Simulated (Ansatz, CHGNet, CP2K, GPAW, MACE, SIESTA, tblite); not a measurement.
# Which run comes nearest? Twisted Ti2CO2 MXene bilayer, 21.79° (70 atoms)

The cell holds 70 atoms: 14 C, 28 Ti and 28 O. Cell: a = 8.017 Å, b = 8.017 Å, c = 25.740 Å, α = 90.0°, β = 90.0°, γ = 120.0°. It derives from Ti2CO2 (Ti2CO2 MXene). Ti2CO2 MXene (a = 3.03 Å) under Ti2CO2 MXene (a = 3.03 Å), bilayer, commensurate cell of 7 unit cells a layer, twist 21.79 deg; facing planes 2.86 Å apart; 14 Å of vacuum; layers as built, displaced by a Gaussian of 0.01 Å. Then every atom was moved at random, 0.05 Å r.m.s. a Cartesian component. Regions: layer 1, 35 atoms (7 C, 14 Ti and 14 O); layer 2, 35 atoms (7 C, 14 Ti and 14 O). Vacuum lies along c.

Geometry: as built.

The reference, a calculation:

```
method                                           : Kohn-Sham DFT, PBE, PAW, plane waves (Ansatz 0.2.0); cutoff 420 eV, Γ point, fermi-dirac smearing of 0.05 eV; PAW set soft_2
r.m.s. force component                           : 0.7727 eV/Å
longest force                                    : 2.434 eV/Å
gap (highest filled to lowest empty level) : 0.3171 eV
SCF cycles                                       : 12
time                                             : 18 s on 4 threads of Arm Neoverse V2, shared host
CPU time                                         : 67 s
```

Q: Estimate the differences from the reference, the CPU time and the memory of each run.
- SIESTA PBE, TZP, shift 0.01 Ry, mesh 500 Ry (SIESTA 5.4.2; 4 MPI ranks)
- GPAW PBE, LCAO dzp, h 0.18 Å, other mixer settings (GPAW 26.7.0; 1 thread)
- SIESTA PBE, SZP, shift 0.01 Ry, mesh 500 Ry (SIESTA 5.4.2; 2 MPI ranks)
- SIESTA PBE, DZP, shift 0.005 Ry, mesh 500 Ry (SIESTA 5.4.2; 2 MPI ranks)
- CHGNet 0.3.0 potential (CHGNet 0.3.0; 1 thread)
- CP2K PBE, DZVP-UZH, 800/50 Ry, diagonalisation (CP2K 2026.2; 2 threads)
- MACE MPA-0 medium potential (MACE MPA-0 medium; 1 thread)
- SIESTA PBE, DZP, shift 0.01 Ry, mesh 500 Ry (SIESTA 5.4.2; 2 MPI ranks)
- tblite GFN1-xTB (tblite 0.8.0; 1 thread)
- GPAW PBE, LCAO szp(dzp), h 0.18 Å (GPAW 26.7.0; 1 thread)

Differences are against the plane-wave reference, forces as r.m.s. over components; share is that over the reference's r.m.s. force, slope the least-squares factor from reference forces to these. Total energies of different programs have different zeros and aren't compared.

```csv
run,"Δ force, r.m.s. (meV/Å)",share (%),slope,Δ gap (eV),cores,CPU time,memory (GiB)
reference,-,-,-,-,4,67 s,1.7
"SIESTA PBE, TZP, shift 0.01 Ry, mesh 500 Ry",41.5,5.37,1.002,-,4,14 min,2.6
"GPAW PBE, LCAO dzp, h 0.18 Å, other mixer settings",193,24.9,1.033,-0.0248,1,15 min,1.8
"SIESTA PBE, SZP, shift 0.01 Ry, mesh 500 Ry (coarse)",123,15.9,0.997,-,2,6.9 min,1.6
"SIESTA PBE, DZP, shift 0.005 Ry, mesh 500 Ry",135,17.5,1.003,-,2,14 min,2.1
CHGNet 0.3.0 potential,336,43.5,0.648,-,1,3.5 s,1.2
"CP2K PBE, DZVP-UZH, 800/50 Ry, diagonalisation",37.8,4.90,1.016,-,2,19 min,6.2
MACE MPA-0 medium potential,284,36.7,0.828,-,1,6.4 s,0.95
"SIESTA PBE, DZP, shift 0.01 Ry, mesh 500 Ry",80.7,10.4,1.007,-,2,9.1 min,1.8
tblite GFN1-xTB,611,79.1,0.502,-,1,3.5 s,0.13
"GPAW PBE, LCAO szp(dzp), h 0.18 Å (coarse)",198,25.6,1.041,-0.0701,1,6.1 min,1.8
```

Rows marked coarse were listed beforehand as settings not expected to be converged; some can still land near the reference.

Times of the machine-learned potentials are mostly Python's start and the loading of weights.

CPU time is summed over cores on a shared host, where runs went side by side, so it is rough. Symmetry, cutoffs, thresholds, outputs and thread counts weren't matched or tuned between programs; memory under MPI is the largest rank's times the ranks.

The PBE runs in local orbitals, coarse settings apart, differ by 4.9 % (CP2K PBE, DZVP-UZH, 800/50 Ry, diagonalisation) to 25 % (GPAW PBE, LCAO dzp, h 0.18 Å, other mixer settings); basis, grid and potentials can all enter. Tight binding differs by 79 % (tblite GFN1-xTB); it is another model, with fitted parameters of its own, and the xTB methods hold dispersion. Machine-learned potentials differ by 37 % (MACE MPA-0 medium potential) to 44 % (CHGNet 0.3.0 potential); they were trained on other programs' data. Among those trained on PBE data the slope goes as low as 0.65, which softening far from their training structures can give, though the reference's k-sampling is untested too. Runs with settings chosen to be coarse differ by 16 % (SIESTA PBE, SZP, shift 0.01 Ry, mesh 500 Ry) to 26 % (GPAW PBE, LCAO szp(dzp), h 0.18 Å), their programs' other errors included. Periodic xTB results under one method name differ between programs and library versions. Machine-learned potentials mimic data converged in k, so the reference's own k-point error enters their differences. The runs have no spin polarisation, so moments on Ti can't form, and no Hubbard term. The electronic-structure runs sample only Γ, in a cell whose shortest periodic width is 7 Å.

[Logs are printed without paths, hosts, clocks, repeated set-up lines and the standing remarks that a program may print on its own settings, such as how far it seeks lower states.]

[Hosts, paths, dates, database ids (printed as entryN), source tags and the programs' standing remarks are cut or masked in the printed files.]
